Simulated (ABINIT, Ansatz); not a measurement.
# SnAs (Fm-3m): phonons by linear response, part 4 of 4

How does SnAs (Fm-3m) vibrate, and is this structure a minimum?

ABINIT 10.8.3; DFT PBEsol, scalar-relativistic, plane waves, PseudoDojo norm-conserving pseudopotentials.

So far, highest frequency (cm⁻¹): step 7 (interpolated phonon bands) 153.

The database entry behind the starting cell differs from later determinations by our own check (an axis about 0.7 % short against later determinations), so it need not match the best structure at ambient conditions.

## (9) The same in Ansatz

The same cell goes through another code at the same cutoff. The files are of one family, but Ansatz's library holds files of its own making for some heavy elements, so those for Sn may differ.

This step: DFT PBEsol, scalar-relativistic, plane waves, norm-conserving pseudopotentials of its library (PseudoDojo's, some remade) (Ansatz 0.2.0).

File input.yaml:

```yaml
crystal:
  lattice:
    - [0.0, 2.860278418, 2.860278418]
    - [2.860278418, 0.0, 2.860278418]
    - [2.860278418, 2.860278418, 0.0]
  atoms:
    - { symbol: Sn, position: [0.0, 0.0, 0.0] }
    - { symbol: As, position: [0.5, 0.5, 0.5] }
kpoints:
  mp_grid: { grid: [8, 8, 8] }
hamiltonian:
  xc: pbesol
  pseudopotentials: { kind: nc, accuracy: standard }
scf:
  occupations: { method: gaussian, width: 0.27211 }
output:
  eigenvalues: true
basis:
  ecutwfc: 1034.033
phonons:
  method: dfpt
  qmesh: [2, 2, 2]
  temperatures: { t_max: 1000, t_step: 50 }
  qpath:
    path:
      - [[0.0, 0.0, 0.0], [0.5, 0.0, 0.5], [0.625, 0.25, 0.625]]
      - [[0.375, 0.375, 0.75], [0.0, 0.0, 0.0], [0.5, 0.5, 0.5], [0.5, 0.25, 0.75], [0.5, 0.0, 0.5]]
    npoints: 10
  electrical_resistivity: { temperatures: [77, 300], mesh: [16, 16, 16] }
```

The run is started by

```console
ansatz run input.yaml --threads 16 --pin off --max-ram 32768MiB --backend cpu --events-out ev --progress --plain --runs-dir out
```

Numbers of over 12 decimals in the logs are rounded to 6 here.

Output:

```text
Warning: basis.ecutwfc = 1034.033 eV is below the records' recommended 1142.878222 eV, and the density's cutoff is lower with it unless basis.ecutrho_ratio is high enough to keep the records' density cutoff: compare with a run at a higher cutoff
Engine: ansatz 0.2.0, aarch64-unknown-linux-gnu
Pseudopotentials: kind: nc
Pseudopotential: Sn, nc, valence charge 14, recommended cutoff 979.609905 eV (normal), Sn.nc.azcp (PseudoDojo's, or run here from an input of PseudoDojo's; its table is named by hamiltonian.pseudopotentials.accuracy)
Pseudopotential: As, nc, valence charge 15, recommended cutoff 1142.878222 eV (normal), As.nc.azcp (PseudoDojo's, or run here from an input of PseudoDojo's; its table is named by hamiltonian.pseudopotentials.accuracy)
Functional definition: PBEsol
  exchange = pbesol_x
  correlation = pbesol_c
Crystal: 2 atoms, lattice volume = 46.801 Å³
Basis set: ecut = 1034.033 eV, 3527 PW (Γ), exchange–correlation on 90×90×90 points (8 copies of the dense FFT grid, shifted against one another)
Bands: 19, of which v1, the nominal top of the filled ones, is band 15 counted from 1 (14 counted from 0)
Symmetry: 48 space group operations
k-points: 29 of 512
Non-local potential: Sn, projectors of the file, l = 0: 2, l = 1: 2, l = 2: 2, l = 3: 2
Non-local potential: As, projectors of the file, l = 0: 2, l = 1: 2, l = 2: 2
Initial density: superposition of atomic densities (chi_scale 0.1, normalization cell, long waves kept (reshape's long-wave potential 0.00 eV rms))
Initial wavefunctions: pseudopotential atomic-orbital guess
Functional: x = pbesol(κ = 0.804, μ = 0.123457), c = pbesol(β = 0.046)
SCF iter   1: F=—  HF=-5023.200011 eV  |F-HF|=—  |Δ(HF+E_count)|=         —  Δρ=2.03e-2  dr2=1.35e-1  ethr=3.10e-3  ⟨swp⟩=5.1  Hψ=2427  notcnv=0
preconditioner: auto → Kerker (q_TF=auto, 2.519 Å⁻¹)  [metal: Δε(μ)=0.287 eV  Ē_g=18.228 eV  σ=0.272 eV  W_gap=0.44  n_scr=14 (ndim 8)  ℏωp=23.7 eV  f_vac=0.000  D(μ)=0.96/eV (n_scr^D=8)]
SCF iter   2: F=—  HF=-5023.176600 eV  |F-HF|=—  |Δ(HF+E_count)|=   2.34e-2  Δρ=1.22e-2  dr2=5.40e-2  ethr=4.67e-4  ⟨swp⟩=1.0  Hψ=783  notcnv=0
SCF iter   3: F=—  HF=-5023.167271 eV  |F-HF|=—  |Δ(HF+E_count)|=   9.33e-3  Δρ=2.31e-3  dr2=1.52e-3  ethr=1.86e-4  ⟨swp⟩=2.0  Hψ=695  notcnv=0
SCF iter   4: F=—  HF=-5023.167393 eV  |F-HF|=—  |Δ(HF+E_count)|=   1.22e-4  Δρ=7.62e-4  dr2=1.30e-4  ethr=5.24e-6  ⟨swp⟩=2.0  Hψ=972  notcnv=0
SCF iter   5: F=—  HF=-5023.167376 eV  |F-HF|=—  |Δ(HF+E_count)|=   1.70e-5  Δρ=1.69e-4  dr2=1.68e-5  ethr=4.49e-7  ⟨swp⟩=2.2  Hψ=924  notcnv=0
SCF iter   6: F=—  HF=-5023.167394 eV  |F-HF|=—  |Δ(HF+E_count)|=   1.82e-5  Δρ=3.17e-5  dr2=7.30e-7  ethr=5.79e-8  ⟨swp⟩=2.0  Hψ=670  notcnv=0
SCF iter   7: F=—  HF=-5023.167455 eV  |F-HF|=—  |Δ(HF+E_count)|=   6.07e-5  Δρ=5.28e-6  dr2=1.28e-8  ethr=2.52e-9  ⟨swp⟩=2.0  Hψ=670  notcnv=0
SCF iter   8: F=—  HF=-5023.167455 eV  |F-HF|=—  |Δ(HF+E_count)|=   2.42e-9  Δρ=8.14e-7  dr2=2.11e-10  ethr=4.42e-11  ⟨swp⟩=2.0  Hψ=972  notcnv=0
SCF iter   9: F=-5023.167455 eV  HF=-5023.167455 eV  |F-HF|=9.09e-13  |Δ(HF+E_count)|=  1.15e-10  Δρ=1.95e-7  dr2=8.20e-12  ethr=1.00e-12  ⟨swp⟩=5.2  Hψ=3038  notcnv=0
SCF 1 converged in 9 iterations: F = -5023.167455 eV  dr2 = 8.20e-12
phonons: the bands overlap, so this run is a metal and interpolates without the dipole-dipole term. If the crystal is really an insulator or semiconductor, its LO-TO splitting is missing
NSCF: frozen V_eff on 29 k-points
NSCF: frozen V_eff on 59 k-points
DFPT response loops at q = (0, 0, 0) (fractional): preconditioner auto → Kerker (q_TF=auto, 2.519 Å⁻¹) (partly filled bands, converged f_vac=0.000); β = 1.00, the filter's whole step (`scf.mixing.beta` (0.50) is not read by the response loops under this deck's `scf.mixing.preconditioner`; to damp them name `kerker` or `kerker_dos`, under which they read `scf.mixing.beta`, and type it under 1.00, their step now; both keys bind the ground state too); Broyden in place of MSR1
NSCF: frozen V_eff on 300 k-points
DFPT response loops at q = (0, 0, -0.5) (fractional): mixed as the last ones told, above
NSCF: frozen V_eff on 190 k-points
DFPT response loops at q = (0, -0.5, -0.5) (fractional): mixed as the last ones told, above
SCF iter   1: F=—  HF=-5023.200011 eV  |F-HF|=—  |Δ(HF+E_count)|=         —  Δρ=2.03e-2  dr2=1.35e-1  ethr=3.10e-3  ⟨swp⟩=5.1  Hψ=2427  notcnv=0
SCF iter   2: F=—  HF=-5023.176600 eV  |F-HF|=—  |Δ(HF+E_count)|=   2.34e-2  Δρ=1.22e-2  dr2=5.40e-2  ethr=4.67e-4  ⟨swp⟩=1.0  Hψ=783  notcnv=0
SCF iter   3: F=—  HF=-5023.167271 eV  |F-HF|=—  |Δ(HF+E_count)|=   9.33e-3  Δρ=2.31e-3  dr2=1.52e-3  ethr=1.86e-4  ⟨swp⟩=2.0  Hψ=695  notcnv=0
SCF iter   4: F=—  HF=-5023.167393 eV  |F-HF|=—  |Δ(HF+E_count)|=   1.22e-4  Δρ=7.62e-4  dr2=1.30e-4  ethr=5.24e-6  ⟨swp⟩=2.0  Hψ=972  notcnv=0
SCF iter   5: F=—  HF=-5023.167376 eV  |F-HF|=—  |Δ(HF+E_count)|=   1.70e-5  Δρ=1.69e-4  dr2=1.68e-5  ethr=4.49e-7  ⟨swp⟩=2.2  Hψ=924  notcnv=0
SCF iter   6: F=—  HF=-5023.167394 eV  |F-HF|=—  |Δ(HF+E_count)|=   1.82e-5  Δρ=3.17e-5  dr2=7.30e-7  ethr=5.79e-8  ⟨swp⟩=2.0  Hψ=670  notcnv=0
SCF iter   7: F=—  HF=-5023.167455 eV  |F-HF|=—  |Δ(HF+E_count)|=   6.07e-5  Δρ=5.28e-6  dr2=1.28e-8  ethr=2.52e-9  ⟨swp⟩=2.0  Hψ=670  notcnv=0
SCF iter   8: F=—  HF=-5023.167455 eV  |F-HF|=—  |Δ(HF+E_count)|=   2.42e-9  Δρ=8.14e-7  dr2=2.11e-10  ethr=4.42e-11  ⟨swp⟩=2.0  Hψ=972  notcnv=0
SCF iter   9: F=-5023.167455 eV  HF=-5023.167455 eV  |F-HF|=9.09e-13  |Δ(HF+E_count)|=  1.15e-10  Δρ=1.95e-7  dr2=8.21e-12  ethr=1.00e-12  ⟨swp⟩=1.2  Hψ=1662  notcnv=0
SCF 2 converged in 9 iterations: F = -5023.167455 eV  dr2 = 8.21e-12
NSCF: frozen V_eff on 29 k-points
NSCF: frozen V_eff on 145 k-points
SCF converged after 9 iterations
Free energy (F): -5023.167455 eV
Harris-Foulkes:  -5023.167455 eV  (|F-HF|=9.09e-13)
Internal energy: -5023.131149 eV  (E = F + TS)
E sigma→0 (E₀):  -5023.149302 eV
Entropy (-TS):   -0.036306 eV (-18.153 meV/atom)
Fermi energy:    11.203583 eV
--- Per-component energies (eV) ---
  E_band       = -292.091165
  E_kinetic    = 3350.199113
  E_local      = -2915.261545  (includes V_loc(G=0)·N_el)
  E_nonlocal   = -2485.076633
  E_hartree    = 1267.189637
  E_xc         = -1234.781483
  E_vxc        = -776.331268  (∫ρ·V_xc dr)
  E_ewald      = -3005.400238
  E_smearing   = -0.036306  (= −TS)
  E_closure    = -0.000000  (closes the sum)
  Σ components = -5023.167455   (vs F -5023.167455, Δ=0.00e0)
--- Band table (eV; the first three rows and the last of 29) ---
  k-point 0: bands = [... 11 lower, 8.5901, 10.1899, 10.1899, 10.1899, 16.7492, 16.7492, 16.7492, 17.2942]
  k-point 1: bands = [... 11 lower, 7.2802, 10.2113, 10.2113, 11.1279, 15.7314, 15.7314, 15.7806, 17.2936]
  k-point 2: bands = [... 11 lower, 5.3669, 10.3098, 10.3098, 11.8954, 14.2615, 14.2615, 14.6671, 17.8099]
  k-point 28: bands = [... 11 lower, 4.1936, 6.4295, 6.4295, 12.1849, 13.4383, 17.2357, 17.2357, 20.1082]
--- Phonons (Γ-DFPT): 2 representative perturbations + reference (Σ response iterations 8) ---
  ASR residual: 2.166e-4 → 0.000e0 eV/Å²; symmetrization residual: 1.346e-7 eV/Å²
  ASR residual per site (eV/Å²): 3.67e-5 2.17e-4
  Γ frequencies (cm⁻¹): 0.00 0.00 0.00 91.94 91.94 91.94
--- Phonons (arbitrary-q DFPT): 3 irreducible q on the 2×2×2 mesh ---
  q = [0.0000, 0.0000, 0.0000] (star 1, of the zone-centre solve; hermiticity 1.89e-7, symmetrization 1.60e-13): -0.00 0.00 0.00 91.94 91.94 91.94
  q = [0.0000, 0.0000, -0.5000] (star 4, 2 solved perturbations on 150 of 512 k-point pairs; hermiticity 1.44e-13, symmetrization 4.53e-12): 104.92 104.92 128.69 128.69 140.55 148.11
  q = [0.0000, -0.5000, -0.5000] (star 3, 4 solved perturbations in 308 linear systems a pass and spin channel, the states on 95 of 512 k-point pairs; hermiticity 1.62e-8, symmetrization 1.41e-12): 41.24 41.24 59.66 113.95 113.95 151.64
  sum rule: each row above includes the acoustic sum rule's correction from the zone centre's row sums; it moved no ω² by more than (0.89 cm⁻¹)²
  mesh force constants: q→R imaginary residual 3.20e-17; ASR residual 2.166e-4 → 0.000e0 eV/Å²; symmetrization residual 2.665e-15 eV/Å²
  interpolated dispersion: 62 rows × 6 modes
  density of states and harmonic sums: on the 20×20×20 q-mesh, interpolated from the force constants of a 2×2×2 supercell (no non-analytic term)
  largest difference from the sums on the solved wave vectors: F 5.08e-2 eV, S 8.31e-5 and C_V 3.23e-5 eV/K
  zero-point energy: 0.039665 eV/cell   skipped modes (ω ≤ 0): 3   left out of the sums: 6.25e-5 of the cell's modes: C_V's classical limit lies that fraction below 3 k_B per atom; for a crystal, a wire or a layer, F and S can be off by more, and a phonons.interpolated_qmesh denser along its periods is the remedy for the sampling
--- Electrical resistivity: potentials and phonons of a 2×2×2 supercell ---
  scattering by harmonic phonons alone, with no dipole-dipole term; scattering by other electrons, impurities, surfaces and spin disorder is left out, and so is spin–orbit coupling
  the resistivity is that of a variational response, whose dependence on the energy is improved iteratively
  at the Fermi level of each mesh (of a tensor a third of its trace):
           mesh   spin    states/(eV spin)  plasma energy (eV)         λ      λ_tr    ħω_log (meV)
       16×16×16                     0.3245              8.6097    0.4777    0.5252          13.758
          8×8×8                     0.3552              8.1306    0.5133    0.5637          13.842
          4×4×4                     0.4025              5.9646    0.5985    0.6509          14.081
  resistivity on the deck's mesh, µΩ·cm:
     T (K)       trace/3  mesh converged            xx            yy            zz    lowest order   relaxation time
     77.00      1.3378e0              no      1.3378e0      1.3378e0      1.3378e0        1.4710e0          1.2667e0
    300.00      8.2410e0              no      8.2410e0      8.2410e0      8.2410e0        8.3350e0          7.5726e0
  mean free path at 77 K (of a tensor a third of its trace): 79.7 nm by what each carries, 72.0 by the Fermi surface alone
  Hall coefficient in a weak field at 77 K (a third of the trace): -1.960e-10 m³/C (as a tensor it moves by 5.7 % between the two finest meshes); by each state's relaxation time: -1.880e-10 m³/C; by a constant relaxation time: -1.817e-10 m³/C
  mean free path at 300 K (of a tensor a third of its trace): 12.0 nm by what each carries, 11.7 by the Fermi surface alone
  Hall coefficient in a weak field at 300 K (a third of the trace): -1.847e-10 m³/C (as a tensor it moves by 4.8 % between the two finest meshes); by each state's relaxation time: -1.834e-10 m³/C; by a constant relaxation time: -1.818e-10 m³/C
  the resistivity times a path that all electrons share, by the Fermi surface of the deck's mesh alone (a third of the trace): 9.629e-16 Ω·m²
  not converged in the mesh (λ; λ_tr; the resistivity at 77 K by 20.24 %; the resistivity at 300 K by 20.59 %): between neighbouring meshes, the two finest first, λ moves by 7.47 % and 16.60 %, λ_tr by 7.33 % and 15.47 % and the resistivity by up to 20.59 % and 112.66 %; an estimate, no bound, puts it up to 5.6e-7 % above the Boltzmann equation's exact value after up to 4 iterations (at most 30 are made, fewer where the estimate is under 1.0e-6 % of each spin channel's own resistivity)
  vibrations of 8 cells: unjudged by the run; compare a larger repeat
  the changes of the potential over all sites missed a rigid shift's by 0.00 % (the site terms' by 0.00 %)
  at the force constants' own smearing the fine mesh and the k-points of their solves give squared frequencies that differ by 9.3 % of the larger at the most, at (0, -0.5, -0.5)
```

Wall time 51 s (16 threads of Arm Neoverse V1, shared host); peak memory 1.8 GiB; 12 min of CPU time.

Numbers from this step:

```
sum-rule residual before enforcement                               : 2.17e-4 eV/Å²
mean frequency                                                     : 106.6 cm⁻¹
Debye temperature (second moment)                                  : 204 K
logarithmic mean frequency                                         : 102.8 cm⁻¹
highest optical zone-centre mode (no LO-TO term)                   : 91.94 cm⁻¹
lowest optical zone-centre mode                                    : 91.94 cm⁻¹
lowest mode on the q mesh (acoustic ones at the zone centre apart) : 41.24 cm⁻¹
zero-point energy per atom                                         : 19.83 meV
vibrational entropy at 300 K                                       : 42.86 J/(mol atoms K)
```

## (10) The two compared: ABINIT PseudoDojo and Ansatz, library NC

Worked out from the results:

```
root-mean-square difference             : 0.66 cm⁻¹
largest difference                      : 1.06 cm⁻¹
root-mean-square difference on the path : 0.6 cm⁻¹
largest difference on the path          : 1.1 cm⁻¹
```

The 12 of 15 modes that differ most. Frequencies side by side:

```csv
q (reciprocal lattice),mode,ABINIT PseudoDojo (cm⁻¹),"Ansatz, library NC (cm⁻¹)"
0 0 0,4,92.84,91.94
0 0 0,5,92.84,91.94
0 0 0,6,92.84,91.94
0.5 0 0,1,105.4,104.9
0.5 0 0,2,105.4,104.9
0.5 0 0,3,129,128.7
0.5 0 0,4,129,128.7
0.5 0 0,5,140.9,140.6
0.5 0 0,6,148.4,148.1
0.5 0.5 0,4,115,114
0.5 0.5 0,5,115,114
0.5 0.5 0,6,152.7,151.6
```

The interpolated bands of the two lie on top of each other.

At the solved wavevectors the largest difference (acoustic modes at Γ apart) is 0.7 % of the highest mode.

## (11) What came out

```yaml
space_group_after_relaxation: Fm-3m
volume_per_atom: 23.4 Å³
highest_optical_zone_centre_mode_no_lo_to_term: 92.8 cm⁻¹
q_mesh: 2×2×2
lowest_mode_on_the_q_mesh_acoustic_ones_at_the_zone_centre_apart: 41.1 cm⁻¹
zero_point_energy_per_atom: 19.9 meV
heat_capacity_at_300_k: 24.4 J/(mol atoms K)
vibrational_entropy_at_300_k: 42.7 J/(mol atoms K)
imaginary_modes_on_the_q_mesh: none
largest_difference_from_ansatz_library_nc: 1.06 cm⁻¹
```

What this shows: SnAs (Fm-3m) is dynamically stable on the 2×2×2 mesh; its spectrum reaches 153 cm⁻¹. At the PBEsol level the optical modes of SnAs (Fm-3m) at the zone centre lie at 93 cm⁻¹. The base run prints -0.81 GPa, mostly the error of a finite basis; the relaxation, with a smoothed and higher cutoff, had brought the cell to rest. ABINIT PseudoDojo and Ansatz, library NC differ by 0.7 cm⁻¹ in the root mean square and by 1.1 cm⁻¹ at most, 0.7 % of the highest mode compared (acoustic modes at Γ left out; ABINIT's values are those before the sum rule); the two use different potentials, and the cell was not relaxed for the second set. These are harmonic frequencies at zero temperature: anharmonic shifts and linewidths and thermal expansion are left out. In a metal the frequencies hang on the k mesh and the smearing, most of all near Kohn anomalies. The runs are without spin polarisation, although the cell has an odd electron count or an open d or f shell, so a magnetic state was not tested. Ansatz warns that the cutoff lies 10 % under the one recommended for these files; agreement at one cutoff is not convergence. The total energies of the two programs lie far apart, so at least one potential file in Ansatz's library differs from the published one read by the first program. Electron-phonon sums were run after this but are left out, since no second program bore their λ out within 30 %; a λ that a log prints is not taken as a result. The q mesh stands for a supercell only 8.1 Å across, so branches between the solved wavevectors are rough.

[Host names and launcher messages were left out of these logs when they were recorded.]

[Logs are printed without paths, hosts, clocks, repeated set-up lines and the standing remarks that a program may print on its own settings, such as how far it seeks lower states.]

[Hosts, paths, dates, database ids (printed as entryN), source tags and the programs' standing remarks are cut or masked in the printed files.]
